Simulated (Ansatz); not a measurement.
# SiO2 (Fddd): the gap up the ladder of methods, part 2 of 2

What gap does each level of theory give for SiO2 (Fddd), and in what time?

Ansatz 0.2.0; density functionals, hybrids and G0W0, plane waves, PAW. Known limits of the many-body steps: finite bands, screening cutoff and k mesh; no spin-orbit coupling in G0W0.

So far. Step 5 (PBE0 on the 4×4×4 mesh): Over mesh and listed points the gap is 8.353 eV, direct, at k = Γ. PBE0 against HSE06: 8.353 − 7.585 = +0.768 eV, with the same mesh, files and cutoff, and both edges at the same k points. Step 6 (G0W0@LDA, 4×4×4 mesh, 898 empty bands, screening to 180 …): Over all 18 irreducible mesh points the G0W0 gap is 8.731 eV, direct, at k = Γ. The LDA gap of this run on the mesh is 5.533 eV.

In doubt: masses and optical values from hybrid runs of this build are listed as unsure (step 7), which bears on the screening that GW takes from such a start.

### Step 7. G0W0@HSE06, 4×4×4 mesh, 417 empty bands, screening to 108 eV, PAW set soft_1 files

This step: G0W0 on HSE06, plane waves, PAW; PAW set soft_1.

input.yaml reads:

```yaml
crystal:
  lattice:
    - [0.0, 4.71625711, 7.3627753715]
    - [2.3595806657, 0.0, 7.3627753715]
    - [2.3595806657, 4.71625711, 0.0]
  atoms:
    - { symbol: Si, position: [0.56323108, 0.56323108, 0.93676892] }
    - { symbol: Si, position: [0.31323108, 0.31323108, 0.68676892] }
    - { symbol: Si, position: [0.68676892, 0.68676892, 0.31323108] }
    - { symbol: Si, position: [0.93676892, 0.93676892, 0.56323108] }
    - { symbol: O, position: [0.625, 0.125, 0.625] }
    - { symbol: O, position: [0.625, 0.625, 0.125] }
    - { symbol: O, position: [0.625, 0.625, 0.625] }
    - { symbol: O, position: [0.125, 0.625, 0.625] }
    - { symbol: O, position: [0.1865604, 0.8134396, 0.1865604] }
    - { symbol: O, position: [0.8134396, 0.1865604, 0.8134396] }
    - { symbol: O, position: [0.4365604, 0.0634396, 0.4365604] }
    - { symbol: O, position: [0.0634396, 0.4365604, 0.0634396] }
kpoints:
  mp_grid: { grid: [4, 4, 4] }
hamiltonian:
  xc: hse06
  pseudopotentials: { kind: paw, azcp: { folder: soft_1 } }
scf:
  occupations: { method: fixed }
gw:
  n_empty_bands: 417
  ecut_chi: 108
  qp_bands: [v4, c4]
  qp_kpoints: band_edges
  screening: { model: contour_deformation }
```

Command:

```console
ansatz run input.yaml --threads 3 --pin off --max-ram 92160MiB --backend cuda --events-out ev --progress --plain --runs-dir out --devices 1 --max-vram 13GiB
```

Numbers of over 12 decimals in the logs are rounded to 6 here.

The program printed:

```text
GPUs: using 1 of 1 available (devices: 1).
[...]
GPU FFT provider: cuFFT
GPU libraries: cuBLAS 13.8.2, cuFFT 12.4.0, cuSOLVER 12.3.4
Crystal: 12 atoms, lattice volume = 163.872 Å³
Basis set: ecut = 420 eV, 3169 PW (Γ)
Bands: 44, of which v1, the nominal top of the filled ones, is band 32 counted from 1 (31 counted from 0)
Symmetry: 8 space group operations
[...]
k-points: 18 of 64
[...]
0    35     10.7652    -5.2225    -3.4035    -9.7371  0.8885    11.8813    11.8763  root
     0    36     11.0979    -7.0184    -3.1792   -11.3761  0.8818    12.2823    12.2763  root
[...]
17    33      9.2149    -6.9176    -2.9894   -10.9139  0.8884    10.2257    10.2218  root
    17    34      9.2149    -6.9176    -2.9894   -10.9139  0.8884    10.2257    10.2218  root
    17    35     11.2185    -6.0290    -3.3650   -10.5856  0.8840    12.4161    12.4100  root
    17    36     11.2185    -6.0290    -3.3650   -10.5856  0.8840    12.4161    12.4100  root
[key lines of the parts left out:]
Free energy (F): -7097.613500 eV
Fermi energy:    0.449176 eV
```

Wall time 2.2 min (1 × NVIDIA H100 80GB HBM3 (shared by 6 runs) with 3 threads of AMD EPYC 7R13 (Zen 3), shared host); peak memory 2.7 GiB.

This step gave:

| Property | Result |
| --- | --- |
| bands summed | 449 |
| RPA ε∞ on this mesh (eigenvalues) | 2.008, 2.042, 2.050 |
| plane waves in the screening matrix | 425 |
| G0W0 gap over the corrected points | 9.362 eV |
| k of the valence top | 0, 0, 0 |
| k of the conduction bottom | 0, 0, 0 |
| starting gap on the mesh | 7.586 eV |
| Z at the valence top | 0.8367 |
| Z at the conduction bottom | 0.8932 |
| least direct G0W0 gap over the corrected points | 9.362 eV |

Over all 18 irreducible mesh points the G0W0 gap is 9.362 eV, direct, at k = Γ. The HSE06 gap of this run on the mesh is 7.586 eV. The two states that bound the G0W0 gap lie that far apart at the start, so the correction of the gap is 9.362 − 7.586 = +1.776 eV. G0W0@HSE06 against G0W0@LDA with 449 bands (a further run, in the table below): 9.362 − 8.532 = +0.830 eV, with the same mesh, files and cutoffs, and both edges at the same k points.

### Step 8. G0W0@r2SCAN, 4×4×4 mesh, 417 empty bands, screening to 108 eV, PAW set soft_1 files

This step: G0W0 on r2SCAN, plane waves, PAW; PAW set soft_1.

Edit input.yaml of step 7 so:

```diff
@@ -21,3 +21,3 @@
 hamiltonian:
-  xc: hse06
+  xc: r2scan
   pseudopotentials: { kind: paw, azcp: { folder: soft_1 } }
```

The program printed:

```text
GPUs: using 1 of 1 available (devices: 1).
[...]
GPU FFT provider: cuFFT
GPU libraries: cuBLAS 13.8.2, cuFFT 12.4.0, cuSOLVER 12.3.4
Crystal: 12 atoms, lattice volume = 163.872 Å³
Basis set: ecut = 500 eV, 4155 PW (Γ), exchange–correlation on 256×240×160 points (64 copies of the dense FFT grid, shifted against one another)
Bands: 44, of which v1, the nominal top of the filled ones, is band 32 counted from 1 (31 counted from 0)
[...]
0    36     10.7823    -7.1708    -3.2943   -11.8311  0.8707    12.1580    12.1482  root
[...]
17    33      8.8915    -7.0714    -3.0941   -11.3752  0.8781    10.1079    10.1012  root
    17    34      8.8915    -7.0714    -3.0941   -11.3752  0.8781    10.1079    10.1012  root
    17    35     10.9559    -6.0904    -3.4701   -10.8654  0.8735    12.2696    12.2608  root
    17    36     10.9559    -6.0904    -3.4701   -10.8654  0.8735    12.2696    12.2608  root
[key lines of the parts left out:]
SCF converged after 8 iterations
Free energy (F): -7120.221739 eV
Fermi energy:    1.323087 eV
```

It took 64 s on 1 × NVIDIA H100 80GB HBM3 (shared by 6 runs) with 3 threads; peak memory 2.6 GiB; 1.9 min of CPU time.

This step gave:

| Item | Value |
| --- | --- |
| bands summed | 449 |
| RPA ε∞ on this mesh (eigenvalues) | 2.104, 2.145, 2.153 |
| plane waves in the screening matrix | 425 |
| G0W0 gap over the corrected points | 8.907 eV |
| k of the valence top | 0, 0, 0 |
| k of the conduction bottom | 0, 0, 0 |
| starting gap on the mesh | 6.398 eV |
| Z at the valence top | 0.8225 |
| Z at the conduction bottom | 0.8838 |
| least direct G0W0 gap over the corrected points | 8.907 eV |

Over all 18 irreducible mesh points the G0W0 gap is 8.907 eV, direct, at k = Γ. The r2SCAN gap of this run on the mesh is 6.398 eV. The two states that bound the G0W0 gap lie that far apart at the start, so the correction of the gap is 8.907 − 6.398 = +2.509 eV. G0W0@r2SCAN against G0W0@HSE06 with 449 bands: 8.907 − 9.362 = −0.455 eV. The runs also differ in plane-wave cutoff (420 eV and 500 eV), so how much of this comes from the start alone is not known.

### Step 9. All levels together

Each gap is the least one over the points named; times are wall times on shared hosts, not benchmarks. A G0W0 time includes the run's own self-consistent start. Runs with listed points see these and the mesh alone, so an edge that moves elsewhere is missed. Rows marked * are further runs, not shown as steps, whose inputs differ from the G0W0 step on the same start in the columns given; solver thresholds can differ too.

| level | mesh | files, cutoff | bands summed, screening | points | gap (eV) | valence top | conduction bottom | least direct gap (eV) | time |
| --- | --- | --- | --- | --- | --- | --- | --- | --- | --- |
| LDA | 6×6×6 | soft_1 PAW, 420 eV | - | mesh and path | 5.533 | Γ | Γ | 5.533 | 18 s |
| r2SCAN | 6×6×6 | soft_1 PAW, 500 eV | - | mesh and listed points | 6.398 | Γ | Γ | 6.398 | 15 s |
| HSE06 | 4×4×4 | soft_1 PAW, 420 eV | - | mesh and listed points | 7.585 | Γ | Γ | 7.585 | 37 s |
| PBE0 | 4×4×4 | soft_1 PAW, 420 eV | - | mesh and listed points | 8.353 | Γ | Γ | 8.353 | 37 s |
| G0W0@LDA* | 4×4×4 | soft_1 PAW, 420 eV | 179, 54 eV | all 18 irreducible mesh points | 8.379 | Γ | Γ | 8.379 | 28 s |
| G0W0@LDA* | 4×4×4 | soft_1 PAW, 420 eV | 449, 108 eV | all 18 irreducible mesh points | 8.532 | Γ | Γ | 8.532 | 55 s |
| G0W0@LDA | 4×4×4 | soft_1 PAW, 420 eV | 930, 180 eV | all 18 irreducible mesh points | 8.731 | Γ | Γ | 8.731 | 3.3 min |
| G0W0@HSE06 | 4×4×4 | soft_1 PAW, 420 eV | 449, 108 eV | all 18 irreducible mesh points | 9.362 | Γ | Γ | 9.362 | 2.2 min |
| G0W0@r2SCAN | 4×4×4 | soft_1 PAW, 500 eV | 449, 108 eV | all 18 irreducible mesh points | 8.907 | Γ | Γ | 8.907 | 64 s |

### Step 10. Results

```json
{"LDA, over mesh and path": "5.533 eV", "r2SCAN, over mesh and listed points": "6.398 eV", "HSE06, over mesh and listed points": "7.585 eV", "PBE0, over mesh and listed points": "8.353 eV", "G0W0@LDA (930 bands, 4×4×4), over all 18 irreducible mesh points": "8.731 eV", "G0W0@HSE06, over all 18 irreducible mesh points": "9.362 eV", "G0W0@r2SCAN, over all 18 irreducible mesh points": "8.907 eV", "known limits": "finite bands, screening cutoff and k mesh; no spin-orbit coupling in G0W0"}
```

The rows run from 5.533 eV (LDA) to 9.362 eV (G0W0@HSE06). They differ in mesh, plane-wave cutoff, bands and screening cutoff of G0W0 and the points over which the gap was sought as well as in level, so only pairs that share these are like for like. PBE0 against HSE06: 8.353 − 7.585 = +0.768 eV, with the same mesh, files and cutoff, and both edges at the same k points. G0W0@HSE06 against G0W0@LDA with 449 bands: 9.362 − 8.532 = +0.830 eV, with the same mesh, files and cutoffs, and both edges at the same k points. G0W0@LDA (930 bands, 4×4×4) moves the gap of its own start on the mesh by 8.731 − 5.533 = +3.198 eV, between the same two levels. Both edges that LDA shows over mesh and path lie at k points where levels were corrected. Levels at other points were not corrected, so a lower G0W0 gap elsewhere in the zone is not ruled out. G0W0@HSE06 moves the gap of its own start on the mesh by 9.362 − 7.586 = +1.776 eV, between the same two levels. Both edges that HSE06 shows over mesh and listed points lie at k points where levels were corrected. Levels at other points were not corrected, so a lower G0W0 gap elsewhere in the zone is not ruled out. G0W0@r2SCAN moves the gap of its own start on the mesh by 8.907 − 6.398 = +2.509 eV, between the same two levels. Both edges that r2SCAN shows over mesh and listed points lie at k points where levels were corrected. Levels at other points were not corrected, so a lower G0W0 gap elsewhere in the zone is not ruled out. For G0W0@LDA: from 179 bands and 54 eV to 930 bands and 180 eV the gap moves by 8.731 − 8.379 = +0.352 eV (rung by rung 8.379, 8.532, 8.731 eV); bands and screening cutoff rise together, so their parts are not told apart. A line in one over the bands through the two highest rungs gives 8.731 + (8.731 − 8.532) × 449 / (930 − 449) = 8.917 eV, and through the pair below 8.532 + (8.532 − 8.379) × 179 / (449 − 179) = 8.633 eV. The two differ by 0.284 eV, not under the 0.030 eV asked, so the law does not hold well over these rungs and the limit is not known. The other G0W0 rows are shown at one basis each (449 bands), so their distance from the limit is not known here. The G0W0 runs are scalar-relativistic. No pair of G0W0 runs that differ in the mesh alone is shown (4×4×4 is a supercell whose nearest images lie 19 Å apart), so the error from the mesh is not known here. G0W0@LDA runs of this series with other atomic data on the same mesh, not shown as steps, give 8.554 eV (hard PAW, 930 eV, 449 bands, screening to 108 eV; the table's row with the same empty bands and screening cutoff has 8.532 eV); where bands and cutoffs differ too, the part of the files is not isolated.

[Paths, hosts, dates, memory and timing lines, banners, echoed tables and standing remarks are left out of the program output.]

[Logs are printed without paths, hosts, clocks, repeated set-up lines and the standing remarks that a program may print on its own settings, such as how far it seeks lower states.]

[Runs of the session that timed out or met a known fault of the program may be left out.]

[Cells called generated may have been cut or substituted from an entry of the Crystallography Open Database or the Materials Project.]

[Hosts, paths, dates, database ids (printed as entryN), source tags and the programs' standing remarks are cut or masked in the printed files.]

[Where an RPA ε∞ is given, it is that of the G0W0 mesh and is not shown converged in it. Names of k-points follow the symmetry that the program found, which can be lower than the space group named. Band edges on a path are those of the sampled points; other points can move an edge, and change direct to indirect where valleys lie close.]

[Hybrid gaps are those of their k-mesh and are not shown converged in it.]
